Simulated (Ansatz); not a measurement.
## Structural relaxation of a frame of liquid (Cs,Rb)F from 1000 K (78 atoms)

Wanted: the relaxed structure of a frame of liquid (Cs,Rb)F from 1000 K (78 atoms) and its electronic structure.

Calculated with Ansatz 0.2.0; Kohn-Sham DFT, PBE, PAW (set soft_2), plane waves.

### 1. Starting point

The cell holds 78 atoms: 20 Cs, 19 Rb and 39 F. Its edges and angles: a = 13.238 Å, b = 13.238 Å, c = 13.238 Å, α = 90.0°, β = 90.0°, γ = 90.0°. 78 atoms (20 Cs, 19 Rb, 39 F) placed at random at 3.13 g/cm³, melted at 1600 K for 10 ps at fixed volume with the Lennard-Jones and Coulomb ion parameters for SPC/E (Joung and Cheatham, J. Phys. Chem. B 112, 9020 (2008)), full charges. Snapshot at the end of a hold of 15 ps at 1000 K and zero pressure.

What the set-up can't give: The network of bonds at the start is that of the classical potential that made the cell. The ion parameters were fitted for water, not for melts, so the density of this cell may lie well off the real melt's. Sampling is at Γ alone, for a cell whose shortest periodic width is 13 Å. No spin–orbit coupling is included, so levels derived from the heavy atoms are approximate.

### 2. Single point at the start

A single point comes first, to see the forces before anything moves.

The input, input.yaml:

```yaml
crystal:
  lattice:
    - [13.23787, 0.0, 0.0]
    - [0.0, 13.23787, 0.0]
    - [0.0, 0.0, 13.23787]
  atoms:
    - { symbol: Cs, position: [0.54926, 0.28922, 0.4685] }
    - { symbol: Cs, position: [0.08483, 0.06157, 0.69008] }
    - { symbol: Cs, position: [0.32846, 0.08872, 0.44493] }
    - { symbol: Cs, position: [0.05279, 0.56644, 0.73795] }
    [... 68 atom lines left out ...]
    - { symbol: F, position: [0.70906, 0.8538, 0.44259] }
    - { symbol: F, position: [0.31186, 0.31469, 0.02454] }
    - { symbol: F, position: [0.9344, 0.42548, 0.31631] }
    - { symbol: F, position: [0.65945, 0.91631, 0.11893] }
    - { symbol: F, position: [0.43711, 0.97352, 0.30421] }
    - { symbol: F, position: [0.11904, 0.23696, 0.29519] }
kpoints:
  mp_grid: { grid: [1, 1, 1] }
hamiltonian:
  xc: pbe
scf:
  occupations: { method: fixed }
output:
  forces: true
  stress: true
  populations: true
  dos:
    method: { smearing: { sigma: 0.1 } }
    de: 0.1
    projected: { site_lists: { Cs: [Cs], F: [F], Rb: [Rb] } }
  eigenvalues: true
```

Started as:

```sh
$ ansatz run input.yaml --threads 4 --pin off --max-ram 8192MiB --backend cpu --events-out ev --progress --plain --runs-dir out
```

Wall time 60 s (4 threads of Arm Neoverse N1, shared host); peak memory 2.7 GiB.

The run gave:

```yaml
free_energy: -207104.6455 eV
free_energy_per_atom: -2655.1878 eV/atom
scf_cycles: 9
pressure: 0.6249 GPa
r_m_s_force_component: 0.3421 eV/Å
longest_force: 1.402 eV/Å
fermi_energy: 2.064 eV
spacing_of_highest_filled_and_lowest_empty_level: 3.749 eV
spilling_of_the_projection: 0.006571
```

The r.m.s. force component of 0.34 eV/Å and the pressure of 0.62 GPa set the starting point.

Length of the force by element:

```csv
element,coordination,atoms,mean length of the force (eV/Å),spread,least,most
Cs,all,20,0.656,0.319,0.276,1.40
F,all,39,0.478,0.222,0.127,0.962
Rb,all,19,0.488,0.268,0.0714,1.20
```

### 3. Relaxation

The atoms are relaxed in the fixed cell, aiming at the force tolerance of the input.

input.yaml, the sections that differ from step 2:

```yaml
output:
  forces: true
relax:
  f_tol: 0.05
  max_steps: 200
# crystal, kpoints, hamiltonian, scf: as in step 2
```

The job ended after 11 min (4 threads; peak memory 2.5 GiB; 45 min of CPU time).

Step by step (22 of 23):

```csv
step,energy less that of the first step (eV),largest force component (eV/Å)
1,0.0000,1.2023
2,-2.7026,0.4259
3,-4.1996,0.3208
4,-5.0201,0.2843
5,-5.5171,0.2270
6,-6.0042,0.1923
7,-6.4034,0.1309
8,-6.7286,0.1324
9,-6.9370,0.1167
10,-7.1738,0.0908
11,-7.3538,0.0691
13,-7.5641,0.1043
14,-7.6416,0.1730
15,-7.7264,0.1007
16,-7.8137,0.0756
17,-7.9056,0.0527
18,-7.9871,0.1032
19,-8.0390,0.0832
20,-8.0793,0.0831
21,-8.1134,0.0374
22,-8.1134,0.0374
23,-8.1265,0.0484
```

The atoms that moved most (Å):

```
atom      dx      dy      dz  length
 F76   0.721   1.306  -0.272   1.516
Rb25   0.171   0.449   1.418   1.497
 F55   0.421   1.347   0.495   1.496
 F67  -0.533   0.605  -1.227   1.468
 F61  -1.018  -0.824   0.436   1.381
 F68   0.719  -1.145   0.074   1.354
Rb39   0.047  -1.347  -0.061   1.349
 F42  -0.484   0.625  -1.020   1.291
```

The relaxation changed the energy by -104 meV/atom, and atoms moved by 0.86 Å r.m.s., 1.5 Å at most.

### 4. Local order after relaxation

Bonds before and after, by the cutoffs listed below:

```
pair  bonds before  bonds after  mean before (Å)  mean after (Å)  spread before (Å)  spread after (Å)
F-Cs           108          105            3.062           3.060              0.382             0.223
F-Rb            91           97            2.963           2.886              0.239             0.165
```

Density 3.60 g/cm³, 29.74 Å³ an atom.

g(r), total and by pair (bins of 0.2 Å):

```csv
r (Å),total,F-F,F-Cs,F-Rb,Cs-Cs,Cs-Rb,Rb-Rb
2.60,0.26,0.00,0.00,1.06,0.00,0.00,0.00
2.80,2.96,0.00,2.92,9.07,0.00,0.00,0.00
3.00,2.79,0.00,7.54,3.50,0.00,0.00,0.00
3.20,0.74,0.00,2.10,0.83,0.00,0.00,0.00
3.40,0.23,0.31,0.40,0.21,0.00,0.00,0.00
3.60,0.49,0.84,0.18,0.47,0.00,0.36,1.18
3.80,0.99,1.52,0.25,0.25,0.63,1.50,4.22
4.00,1.59,2.82,0.22,0.08,2.88,3.95,2.22
4.20,1.42,2.92,0.14,0.28,2.12,2.05,3.23
4.40,1.02,1.32,0.67,0.39,2.20,1.90,0.77
4.60,0.83,1.48,0.28,0.35,1.76,1.25,0.48
4.80,0.76,0.79,0.51,0.76,1.39,1.05,0.44
5.00,0.68,0.58,0.71,0.70,0.56,0.78,0.81
5.20,0.99,1.25,0.57,0.97,1.73,0.81,1.33
5.40,0.95,1.08,1.10,0.68,0.96,0.75,1.23
5.60,1.04,0.93,1.01,1.00,1.18,1.40,0.83
5.80,1.15,0.87,1.54,1.36,0.82,1.07,0.30
6.00,1.06,0.74,1.31,1.48,0.65,0.61,0.85
6.20,1.27,0.70,1.84,1.81,0.73,0.51,1.20
6.40,0.95,0.30,1.61,1.52,0.45,0.36,0.25
```

Bonds by pair of elements; cutoffs follow the first minimum of g(r), held within bounds set by covalent radii, and pairs that aren't listed don't count as bonded:

```
pair A-B  cutoff (Å)  bonds  mean length (Å)  spread (Å)  shortest (Å)  B about A  A about B
    F-Cs        3.98    105             3.06       0.223          2.78       2.69       5.25
    F-Rb        3.48     97             2.89       0.165          2.62       2.49       5.11
```

How many atoms have how many bonded neighbours:

```csv
element,mean,4,5,6
Cs,5.25,1,13,6
F,5.18,5,22,12
Rb,5.11,4,9,6
```

Bond angles, per cent of each kind in bins of 5°:

```
angle (°)  F-Cs-F  Cs-F-Rb  F-Rb-F  Cs-F-Cs  Rb-F-Rb
    60–65     0.4      0.0     0.0      0.0      0.0
    65–70     2.6      0.5     0.5      1.7      0.0
    70–75     5.8      2.3     2.5      5.2      5.2
    75–80     8.4      7.3     8.8     10.3      7.3
    80–85    10.2     13.8     8.8      5.2     14.6
    85–90    14.2     13.8    19.6     17.2     17.7
    90–95     9.7     12.4    13.7     10.3     12.5
   95–100     4.4      6.9     9.3      7.8     10.4
  100–105     6.2      5.1     2.9      4.3      4.2
  105–110     3.1      4.6     2.9      5.2      5.2
  110–115     2.6      0.9     2.5      4.3      1.0
  115–120     3.1      4.6     2.9      3.5      0.0
  120–125     4.9      2.8     2.0      0.9      0.0
  125–130     3.1      1.8     2.9      4.3      6.2
  130–135     4.4      4.1     2.5      2.6      1.0
  135–140     2.2      1.4     1.0      1.7      3.1
  140–145     1.8      3.2     1.5      3.5      0.0
  145–150     3.1      2.3     3.4      0.9      0.0
  150–155     2.6      2.8     1.5      1.7      1.0
  155–160     1.3      1.8     1.0      1.7      4.2
  160–165     2.2      1.8     2.5      1.7      2.1
  165–170     2.6      2.3     3.4      3.5      1.0
  170–175     0.9      3.7     2.9      2.6      3.1
  175–180     0.0      0.0     1.0      0.0      0.0
```

Bond angles (no mean is given where the spread exceeds 20°):

```
  angle  count  mean (°)  spread (°)
 F-Cs-F    226         -           -
Cs-F-Rb    218         -           -
 F-Rb-F    204         -           -
Cs-F-Cs    116         -           -
Rb-F-Rb     96         -           -
```

Bond length by coordination (bonds to H left out):

```
element  coordination  atoms  mean bond length (Å)
     Cs             4      1                  2.93
     Cs             5     13                  3.01
     Cs             6      6                  3.16
      F             4      5                  2.81
      F             5     22                  2.96
      F             6     12                  3.05
     Rb             4      4                  2.78
     Rb             5      9                  2.87
     Rb             6      6                  2.95
```

For some of the pairs, g(r) has its first main peak near 4.1 Å (F-F), 3.0 Å (F-Cs), 2.8 Å (F-Rb), 4.1 Å (Cs-Cs), 4.0 Å (Cs-Rb) and 3.8 Å (Rb-Rb). Counting bonds as in the table, 65 % of Cs atoms have 5, 56 % of F atoms have 5 and 47 % of Rb atoms have 5 bonded neighbours.

### 5. Single point at the relaxed geometry

One more single point at the end of the walk gives the fuller output and checks the residual forces.

The input, input.yaml:

```yaml
crystal:
  lattice:
    - [13.23787, 0.0, 0.0]
    - [0.0, 13.23787, 0.0]
    - [0.0, 0.0, 13.23787]
  atoms:
    - { symbol: Cs, position: [0.5466, 0.26552, 0.46941] }
    - { symbol: Cs, position: [0.07242, 0.04187, 0.74304] }
    - { symbol: Cs, position: [0.25495, 0.08077, 0.49958] }
    - { symbol: Cs, position: [0.04995, 0.55702, 0.70579] }
    [... 68 atom lines left out ...]
    - { symbol: F, position: [0.67632, 0.83475, 0.39339] }
    - { symbol: F, position: [0.34385, 0.29829, 0.06238] }
    - { symbol: F, position: [0.9638, 0.37089, 0.37366] }
    - { symbol: F, position: [0.71388, 0.01499, 0.0984] }
    - { symbol: F, position: [0.46795, 0.95228, 0.21614] }
    - { symbol: F, position: [0.18204, 0.17065, 0.3176] }
kpoints:
  mp_grid: { grid: [1, 1, 1] }
hamiltonian:
  xc: pbe
scf:
  occupations: { method: fixed }
output:
  forces: true
  stress: true
  populations: true
  dos:
    method: { smearing: { sigma: 0.15 } }
    de: 0.1
    projected: { site_lists: { Cs: [Cs], F: [F], Rb: [Rb] } }
  eigenvalues: true
  write_density: true
  write_potential: true
  volumetric_format: npy
```

Elapsed: 64 s, on 4 threads; peak memory 2.7 GiB; 4.1 min of CPU time.

The program notes that the exchange-correlation potential is rough where the density is thin.

Read from the output:

```
free energy                                      : -207112.7721 eV
free energy per atom                             : -2655.2919 eV/atom
SCF cycles                                       : 9
pressure                                         : -0.3922 GPa
r.m.s. force component                           : 0.01313 eV/Å
longest force                                    : 0.05574 eV/Å
Fermi energy                                     : 1.367 eV
gap (highest filled to lowest empty level) : 4.57 eV
spilling of the projection                       : 0.006176
```

Löwdin charges by element and coordination (they lack the spilled electrons, 0.049 e an atom on average):

```
element  coordination  atoms  mean charge (e)  spread   least    most
     Cs           all     20            0.920  0.0055   0.908   0.928
     Cs             4      1            0.924       0   0.924   0.924
     Cs             5     13             0.92  0.0054   0.908   0.928
     Cs             6      6            0.918  0.0055   0.910   0.926
      F           all     39           -0.791  0.0023  -0.798  -0.786
      F             4      5           -0.792  0.0014  -0.794  -0.790
      F             5     22           -0.792  0.0023  -0.798  -0.787
      F             6     12           -0.790  0.0016  -0.792  -0.786
     Rb           all     19            0.859  0.0074   0.845   0.873
     Rb             4      4            0.865  0.0046   0.861   0.873
     Rb             5      9            0.859  0.0061   0.851   0.873
     Rb             6      6            0.855  0.0077   0.845   0.870
```

States in the cell by windows of 1 eV, zero at the Fermi level; the larger projections on atomic orbitals stand beside the total:

```csv
from (eV),to (eV),total,F p,Cs p,Rb p
-10,-9,0.0,0.0,0.0,0.0
-9,-8,36.9,0.4,0.2,36.0
-8,-7,77.1,0.9,0.4,75.3
-7,-6,8.8,0.2,8.4,0.0
-6,-5,109.2,2.6,104.7,0.6
-5,-4,2.0,0.0,1.9,0.0
-4,-2,0.0,0.0,0.0,0.0
-2,-1,0.1,0.1,0.0,0.0
-1,0,223.4,213.3,2.7,1.2
0,1,10.5,10.0,0.3,0.1
1,4,0.0,0.0,0.0,0.0
4,5,2.0,0.0,0.0,0.0
```

With fixed occupations the program's Fermi level is the highest filled level; weight inside the gap is the broadening of levels at its edges.

Between -25 and -10 eV lie 156 more states.

The levels nearest the highest filled one (over half full), pooled over k-points and spins:

```
level less the highest filled one (eV)  occupation
                                -0.068           2
                               -0.0579           2
                               -0.0351           2
                               -0.0291           2
                               -0.0178           2
                                     0           2
                                  4.57           0
                                  5.41           0
                                  5.57           0
                                  5.72           0
                                  5.77           0
                                  5.95           0
```

Mean Löwdin charges: Cs +0.92, F -0.79, Rb +0.86 e (they miss 0.62 % of the electrons, so they add up to more than the cell's charge).

### 6. Outcome

| Property | Result |
| --- | --- |
| energy change in the relaxation | -104.2 meV/atom |
| r.m.s. displacement | 0.862 Å |
| largest displacement | 1.516 Å |
| free energy per atom | -2655.2919 eV/atom |
| pressure | -0.3922 GPa |
| r.m.s. force component | 0.01313 eV/Å |
| gap (highest filled to lowest empty level) | 4.57 eV |
| wall time of the 3 DFT runs | 14 min |

**Reading.** Relaxation lowers the energy by 104 meV/atom and moves atoms by 0.86 Å r.m.s.; the r.m.s. force component goes from 0.34 to 0.013 eV/Å, the pressure goes from 0.62 to -0.39 GPa, and the gap from 3.75 to 4.57 eV. By the final cutoffs 26 of 199 bonded pairs parted and 29 joined. From the first step to the last the energy fell by 8.127 eV, and the largest move was 1.52 Å (F76, with 2 other atoms within 2 % of it). The F-Rb bonds change most in mean length: from 2.963 Å (spread 0.239) to 2.886 Å (spread 0.165), and their number from 91 to 97. Counting bonds as in the table, 65 % of Cs atoms have 5, 56 % of F atoms have 5 and 47 % of Rb atoms have 5 bonded neighbours. Between filled and empty levels lie 4.57 eV (at Γ alone); a semilocal functional tends to put such gaps too low. In a disordered cell it changes from sample to sample and from frame to frame.

Caveats: The starting topology of bonds comes from the classical model; in DFT 26 of its 199 bonded pairs passed out of the cutoffs and 29 came within them.

[Logs are printed without paths, hosts, clocks, repeated set-up lines and the standing remarks that a program may print on its own settings, such as how far it seeks lower states.]

[Hosts, paths, dates, database ids (printed as entryN), source tags and the programs' standing remarks are cut or masked in the printed files.]
